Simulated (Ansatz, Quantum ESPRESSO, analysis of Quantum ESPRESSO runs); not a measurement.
# Interstitial H in fcc Al, hop from a tetrahedral to the next octahedral site: migration barrier against experiment (Quantum ESPRESSO), part 2 of 3

Aim: the migration barrier of interstitial H in fcc Al, hop from a tetrahedral to the next octahedral site, to be set beside the measurement. Set-up: PBEsol, GBRV 1.5 PBEsol, 32-site cell, PBEsol lattice, k: 3x3x3, start relaxed with Ansatz. The model is a cell of 32 host atoms with 1 H put in. The barrier is the energy of the highest image of a climbing band over the relaxed site that the atom leaves. A local or semilocal functional is the cheapest first rung.

Quantum ESPRESSO 7.5; PBEsol, GBRV 1.5 PBEsol, 32-site cell, PBEsol lattice, k: 3x3x3, start relaxed with Ansatz.

So far: The structure; Relaxation, charge 0.

### Step 3. Relaxation, charge 0

Level of this step: Quantum ESPRESSO plane-wave DFT, PBEsol, GBRV 1.5 PBEsol potentials; relaxation of all atoms of a defect supercell (Quantum ESPRESSO).

The other end of the jump is relaxed alike.

File pw.in:

```
&CONTROL
  calculation = 'relax'
  prefix = 'pwscf'
  outdir = './tmp'
  pseudo_dir = './pseudo'
  tprnfor = .true.
  disk_io = 'low'
  nstep = 70
  forc_conv_thr = 0.00078
  etot_conv_thr = 0.0001
/
&SYSTEM
  ibrav = 0
  nat = 33
  ntyp = 2
  ecutwfc = 45
  ecutrho = 360
  nbnd = 63
  occupations = 'smearing'
  smearing = 'mv'
  degauss = 0.00734986
/
&ELECTRONS
  conv_thr = 3d-08
  electron_maxstep = 100
  mixing_beta = 0.5
/
&IONS
  ion_dynamics = 'bfgs'
/
ATOMIC_SPECIES
Al    26.9815 al_pbesol_v1.uspp.F.UPF
H      1.0080 h_pbesol_v1.4.uspp.F.UPF
CELL_PARAMETERS angstrom
   8.0266502575    0.0000000000    0.0000000000
   0.0000000000    8.0266502575    0.0000000000
   0.0000000000    0.0000000000    8.0266502575
ATOMIC_POSITIONS crystal
Al    -0.0000390488   -0.0000390488   -0.0000390488
Al    -0.0058758195    0.2500000000    0.2500000000
[... 5 atom lines left out ...]
Al     0.2500000000    0.2500000000    0.5058758195
[... 2 atom lines left out ...]
Al     0.2500000000    0.5058758195    0.2500000000
[... 1 atom line left out ...]
Al    -0.0000390488    0.5000390488    0.5000390488
[... 4 atom lines left out ...]
Al     0.5058758195    0.2500000000    0.2500000000
[... 2 atom lines left out ...]
Al     0.5000390488   -0.0000390488    0.5000390488
Al     0.5010587895    0.2500000000    0.7500000000
[... 1 atom line left out ...]
Al     0.7500000000    0.2500000000    0.5010587895
Al     0.5000390488    0.5000390488   -0.0000390488
Al     0.5010587895    0.7500000000    0.2500000000
Al     0.7500000000    0.5010587895    0.2500000000
[... 1 atom line left out ...]
Al     0.5000390488    0.5000390488    0.5000390488
[... 3 atom lines left out ...]
H      0.2500000000    0.2500000000    0.2500000000
K_POINTS automatic
3 3 3 0 0 0
```

Started as:

```bash
$ OMP_NUM_THREADS=1 mpirun -n 4 pw.x -nk 4 -in pw.in > pw.out
```

The log of the run:

```text
[banner, memory and clock lines left out]
          URL

     Message from routine setup:
     using ibrav=0 with symmetry is DISCOURAGED, use correct ibrav instead

     G-vector sticks info

     bravais-lattice index     =            0
     lattice parameter (alat)  =      15.1682  a.u.
     unit-cell volume          =    3489.7926 (a.u.)^3
     number of atoms/cell      =           33
     number of atomic types    =            2
     number of electrons       =        97.00
     number of Kohn-Sham states=           63
     kinetic-energy cutoff     =      45.0000  Ry
     charge density cutoff     =     360.0000  Ry
     scf convergence threshold =      3.0E-08
     mixing beta               =       0.5000
     number of iterations used =            8  plain     mixing
     energy convergence thresh.=      1.0E-04
     force convergence thresh. =      7.8E-04
     Exchange-correlation= SLA  PW   PSX  PSC
                           (   1   4  10   8   0   0   0)
     nstep                     =           70

     celldm(1)=  15.168171  celldm(2)=   0.000000  celldm(3)=   0.000000
     celldm(4)=   0.000000  celldm(5)=   0.000000  celldm(6)=   0.000000

     crystal axes: (cart. coord. in units of alat)
               a(1) = (   1.000000   0.000000   0.000000 )
               a(2) = (   0.000000   1.000000   0.000000 )
               a(3) = (   0.000000   0.000000   1.000000 )

     reciprocal axes: (cart. coord. in units 2 pi/alat)
               b(1) = (  1.000000  0.000000  0.000000 )
               b(2) = (  0.000000  1.000000  0.000000 )
               b(3) = (  0.000000  0.000000  1.000000 )

     PseudoPot. # 1 for Al read from file:
     al_pbesol_v1.uspp.F.UPF
     Pseudo is Ultrasoft + core correction, Zval =  3.0
     Generated by new atomic code, or converted to UPF format
     Using radial grid of  893 points,  3 beta functions with:
                l(1) =   0
                l(2) =   1
                l(3) =   2
     Q(r) pseudized with  8 coefficients,  rinner =    0.900   0.900   0.900
                                                       0.900   0.900

     PseudoPot. # 2 for H  read from file:
     h_pbesol_v1.4.uspp.F.UPF
     Pseudo is Ultrasoft, Zval =  1.0
     Generated by new atomic code, or converted to UPF format
     Using radial grid of  615 points,  2 beta functions with:
                l(1) =   0
                l(2) =   0
     Q(r) pseudized with  8 coefficients,  rinner =    0.700

     atomic species   valence    mass     pseudopotential
     Al                3.00    26.98150     Al( 1.00)
     H                 1.00     1.00800     H ( 1.00)

     48 Sym. Ops., with inversion, found (42 have fractional translation)

   Cartesian axes

     site n.     atom                  positions (alat units)
         1        Al     tau(   1) = (  -0.0000390  -0.0000390  -0.0000390  )
         2        Al     tau(   2) = (  -0.0058758   0.2500000   0.2500000  )
         3        Al     tau(   3) = (   0.2500000  -0.0058758   0.2500000  )
         4        Al     tau(   4) = (   0.2500000   0.2500000  -0.0058758  )
         5        Al     tau(   5) = (  -0.0000390  -0.0000390   0.5000390  )
         6        Al     tau(   6) = (  -0.0010588   0.2500000   0.7500000  )
         7        Al     tau(   7) = (   0.2500000  -0.0010588   0.7500000  )
         8        Al     tau(   8) = (   0.2500000   0.2500000   0.5058758  )
         9        Al     tau(   9) = (  -0.0000390   0.5000390  -0.0000390  )
        10        Al     tau(  10) = (  -0.0010588   0.7500000   0.2500000  )
        11        Al     tau(  11) = (   0.2500000   0.5058758   0.2500000  )
        12        Al     tau(  12) = (   0.2500000   0.7500000  -0.0010588  )
        13        Al     tau(  13) = (  -0.0000390   0.5000390   0.5000390  )
        14        Al     tau(  14) = (  -0.0008314   0.7500000   0.7500000  )
        15        Al     tau(  15) = (   0.2500000   0.5010588   0.7500000  )
        16        Al     tau(  16) = (   0.2500000   0.7500000   0.5010588  )
[...]
25        Al     tau(  25) = (   0.5000390   0.5000390  -0.0000390  )
        26        Al     tau(  26) = (   0.5010588   0.7500000   0.2500000  )
        27        Al     tau(  27) = (   0.7500000   0.5010588   0.2500000  )
        28        Al     tau(  28) = (   0.7500000   0.7500000  -0.0008314  )
        29        Al     tau(  29) = (   0.5000390   0.5000390   0.5000390  )
        30        Al     tau(  30) = (   0.5008314   0.7500000   0.7500000  )
        31        Al     tau(  31) = (   0.7500000   0.5008314   0.7500000  )
        32        Al     tau(  32) = (   0.7500000   0.7500000   0.5008314  )
        33        H      tau(  33) = (   0.2500000   0.2500000   0.2500000  )

     number of k points=     4  Marzari-Vanderbilt smearing, width (Ry)=  0.0073
                       cart. coord. in units 2pi/alat
        k(    1) = (   0.0000000   0.0000000   0.0000000), wk =   0.0740741
        k(    2) = (   0.0000000   0.0000000   0.3333333), wk =   0.4444444
        k(    3) = (   0.0000000   0.3333333   0.3333333), wk =   0.8888889
        k(    4) = (   0.3333333   0.3333333   0.3333333), wk =   0.5925926

     Dense  grid:   402647 G-vectors     FFT dimensions: (  96,  96,  96)

     Smooth grid:   142609 G-vectors     FFT dimensions: (  72,  72,  72)

     Initial potential from superposition of free atoms

     starting charge      96.9247, renormalised to      97.0000
     Starting wfcs are  129 randomized atomic wfcs

     Self-consistent Calculation

     iteration #  1     ecut=    45.00 Ry     beta= 0.50
     Davidson diagonalization with overlap
     ethr =  1.00E-02,  avg # of iterations =  3.0

     Threshold (ethr) on eigenvalues was too large:
     Diagonalizing with lowered threshold

     Davidson diagonalization with overlap
     ethr =  2.07E-04,  avg # of iterations =  5.0

     total energy              =    -214.41843413 Ry
     estimated scf accuracy    <       0.21538402 Ry

     iteration #  2     ecut=    45.00 Ry     beta= 0.50
     Davidson diagonalization with overlap
     ethr =  2.22E-04,  avg # of iterations =  2.0
     Minimization algorithm failed to find Fermi energy: reverting to bisection
     Possible cause: smearing is larger than the electronic band-gap.

     total energy              =    -214.40997166 Ry
     estimated scf accuracy    <       0.04244428 Ry

     iteration #  3     ecut=    45.00 Ry     beta= 0.50
     Davidson diagonalization with overlap
     ethr =  4.38E-05,  avg # of iterations =  4.5
[...]
Minimization algorithm failed to find Fermi energy: reverting to bisection
     Possible cause: smearing is larger than the electronic band-gap.

     total energy              =    -214.41307075 Ry
     estimated scf accuracy    <       0.00000017 Ry

     iteration #  9     ecut=    45.00 Ry     beta= 0.50
     Davidson diagonalization with overlap
     ethr =  1.75E-10,  avg # of iterations =  3.8
     Minimization algorithm failed to find Fermi energy: reverting to bisection
     Possible cause: smearing is larger than the electronic band-gap.

     total energy              =    -214.41307079 Ry
     estimated scf accuracy    <       0.00000005 Ry

     iteration # 10     ecut=    45.00 Ry     beta= 0.50
     Davidson diagonalization with overlap
     ethr =  5.61E-11,  avg # of iterations =  3.0
     Minimization algorithm failed to find Fermi energy: reverting to bisection
     Possible cause: smearing is larger than the electronic band-gap.

     End of self-consistent calculation

          k = 0.0000 0.0000 0.0000 ( 17845 PWs)   bands (ev):

    -3.3708  -1.7040  -0.9662  -0.9662  -0.9378  -0.9378  -0.9378   0.4036
     1.2644   1.2644   1.2960   1.2960   1.2960   1.3006   1.3006   1.3006
     1.3237   1.3237   1.3237   2.9269   3.3912   3.3912   3.3912   3.6526
     3.6526   3.6526   3.7067   5.0704   5.0704   5.0704   5.7571   6.4915
     6.4915   7.1458   7.1458   7.1458   7.1827   7.1827   7.1827   7.2012
     7.2012   7.2012   7.2426   7.2426   7.2426   7.2775   8.1876   8.1876
     8.2388   8.2388   8.2388   9.2030   9.2030   9.2031   9.2607   9.2610
     9.2610   9.2785   9.2785   9.2786   9.3025   9.3025   9.3028

          k = 0.0000 0.0000 0.3333 ( 17772 PWs)   bands (ev):

    -3.1367  -2.3541  -1.3017  -0.7149  -0.6862  -0.6862  -0.2422   0.0380
     0.0660   0.0660   0.7084   1.1818   1.5461   1.5461   1.5714   2.0167
     2.2863   2.2863   2.3104   2.7773   2.9945   3.0035   3.0328   3.0328
     4.7004   5.1582   5.1591   5.1864   5.1864   5.2328   5.2328   5.2594
     5.3073   5.3073   6.0146   6.0146   6.2850   6.7343   7.0716   7.3466
     7.3466   7.3473   7.3898   7.4156   7.4156   7.4365   7.4401   7.4784
     8.1077   8.1077   8.1438   8.1861   8.4103   8.8406   8.8406   8.9047
     8.9367   8.9367   8.9905   9.4498   9.6632   9.6880   9.6880

          k = 0.0000 0.3333 0.3333 ( 17799 PWs)   bands (ev):

    -2.9121  -2.2189  -1.9617  -1.3362  -0.7493  -0.4351  -0.0560   0.2863
     0.3146   0.3173   0.7964   1.0378   1.0454   1.0632   1.6638   1.7903
[...]
8.3645   8.8114   8.9541   9.0177   9.0307   9.0379   9.0868   9.0871
     9.1218   9.2268   9.6190   9.7658   9.7785   9.8026  10.6585

          k = 0.3333 0.3333 0.3333 ( 17788 PWs)   bands (ev):

    -2.7019  -2.0737  -1.7086  -1.7086  -1.1854  -0.9513  -0.9513  -0.2798
     0.8268   1.2933   1.2933   1.6488   2.0329   2.0329   2.0361   2.0361
     2.0393   2.5979   2.7744   2.7744   3.2828   3.4848   3.4848   3.9142
     4.2067   4.2067   4.2125   4.2125   4.2139   4.6281   4.7901   4.7901
     5.0935   5.1302   5.1302   5.6022   5.7081   5.7081   6.8330   7.0718
     7.0718   7.1049   7.1229   7.1229   7.6420   7.7988   7.7988   7.8262
     7.8488   7.8488   8.5119   8.8038   9.0949   9.0949   9.4772   9.6308
     9.6308   9.7547   9.9269   9.9269   9.9927  10.1665  10.1697

     the Fermi energy is     7.9139 ev

!    total energy              =    -214.41307079 Ry
     estimated scf accuracy    <       0.00000003 Ry
     smearing contrib. (-TS)   =       0.00251436 Ry
     internal energy E=F+TS    =    -214.41558515 Ry

     The total energy is F=E-TS. E is the sum of the following terms:
     one-electron contribution =      97.58040944 Ry
     hartree contribution      =       0.57770621 Ry
     xc contribution           =    -137.24193217 Ry
     ewald contribution        =    -175.33176864 Ry

     convergence has been achieved in  10 iterations

     Forces acting on atoms (cartesian axes, Ry/au):

     atom    1 type  1   force =     0.00057906    0.00057906    0.00057906
     atom    2 type  1   force =     0.00046070    0.00000000   -0.00000000
     atom    3 type  1   force =     0.00000000    0.00046070    0.00000000
     atom    4 type  1   force =     0.00000000    0.00000000    0.00046070
     atom    5 type  1   force =     0.00057906    0.00057906   -0.00057906
     atom    6 type  1   force =    -0.00061853   -0.00000000   -0.00000000
     atom    7 type  1   force =     0.00000000   -0.00061853   -0.00000000
     atom    8 type  1   force =     0.00000000    0.00000000   -0.00046070
     atom    9 type  1   force =     0.00057906   -0.00057906    0.00057906
     atom   10 type  1   force =    -0.00061853    0.00000000   -0.00000000
     atom   11 type  1   force =     0.00000000   -0.00046070    0.00000000
     atom   12 type  1   force =     0.00000000    0.00000000   -0.00061853
     atom   13 type  1   force =     0.00057906   -0.00057906   -0.00057906
     atom   14 type  1   force =     0.00015799    0.00000000    0.00000000
     atom   15 type  1   force =     0.00000000    0.00061853    0.00000000
     atom   16 type  1   force =     0.00000000    0.00000000    0.00061853
[...]
atom   26 type  1   force =     0.00061853    0.00000000    0.00000000
     atom   27 type  1   force =     0.00000000    0.00061853    0.00000000
     atom   28 type  1   force =    -0.00000000    0.00000000    0.00015799
     atom   29 type  1   force =    -0.00057906   -0.00057906   -0.00057906
     atom   30 type  1   force =    -0.00015799    0.00000000    0.00000000
     atom   31 type  1   force =    -0.00000000   -0.00015799    0.00000000
     atom   32 type  1   force =     0.00000000    0.00000000   -0.00015799
     atom   33 type  2   force =     0.00000000    0.00000000    0.00000000

     Total force =     0.003750     Total SCF correction =     0.000189

     BFGS Geometry Optimization
     Energy error            =      1.4E-05 Ry
     Gradient error          =      6.2E-04 Ry/Bohr

     bfgs converged in   1 scf cycles and   0 bfgs steps
     (criteria: energy <  1.0E-04 Ry, force <  7.8E-04 Ry/Bohr)

     End of BFGS Geometry Optimization

     Final energy             =    -214.4130707902 Ry
Begin final coordinates

ATOMIC_POSITIONS (crystal)
Al              -0.0000390488       -0.0000390488       -0.0000390488
Al              -0.0058758195        0.2500000000        0.2500000000
Al               0.2500000000       -0.0058758195        0.2500000000
Al               0.2500000000        0.2500000000       -0.0058758195
Al              -0.0000390488       -0.0000390488        0.5000390488
Al              -0.0010587895        0.2500000000        0.7500000000
Al               0.2500000000       -0.0010587895        0.7500000000
Al               0.2500000000        0.2500000000        0.5058758195
Al              -0.0000390488        0.5000390488       -0.0000390488
Al              -0.0010587895        0.7500000000        0.2500000000
Al               0.2500000000        0.5058758195        0.2500000000
Al               0.2500000000        0.7500000000       -0.0010587895
Al              -0.0000390488        0.5000390488        0.5000390488
Al              -0.0008314052        0.7500000000        0.7500000000
Al               0.2500000000        0.5010587895        0.7500000000
Al               0.2500000000        0.7500000000        0.5010587895
[...]
Al               0.5010587895        0.7500000000        0.2500000000
Al               0.7500000000        0.5010587895        0.2500000000
Al               0.7500000000        0.7500000000       -0.0008314052
Al               0.5000390488        0.5000390488        0.5000390488
Al               0.5008314052        0.7500000000        0.7500000000
Al               0.7500000000        0.5008314052        0.7500000000
Al               0.7500000000        0.7500000000        0.5008314052
H                0.2500000000        0.2500000000        0.2500000000
End final coordinates
```

It took 42 s on 4 MPI ranks of Arm Neoverse V2, shared host; peak memory 1.6 GiB; 2.8 min of CPU time.

No atom moved by 0.005 Å in the relaxation.

Neighbours of H33 at the end:

```
atom  distance (Å)
 Al2         2.054
 Al4         2.054
 Al3         2.054
Al11         2.054
Al18         2.054
 Al8         2.054
 Al1         3.476
Al13         3.476
Al21         3.476
Al17         3.476
 Al5         3.476
Al25         3.476
 Al9         3.476
Al29         3.476
```

(Part 2 of 3 ends here.)

[Logs are printed without paths, hosts, clocks, repeated set-up lines and the standing remarks that a program may print on its own settings, such as how far it seeks lower states.]

[Hosts, paths, dates, database ids (printed as entryN), source tags and the programs' standing remarks are cut or masked in the printed files.]

[For some hosts the program warned that the k-mesh of the response run may be too coarse for force constants and the static dielectric constant; such warnings are not shown here.]
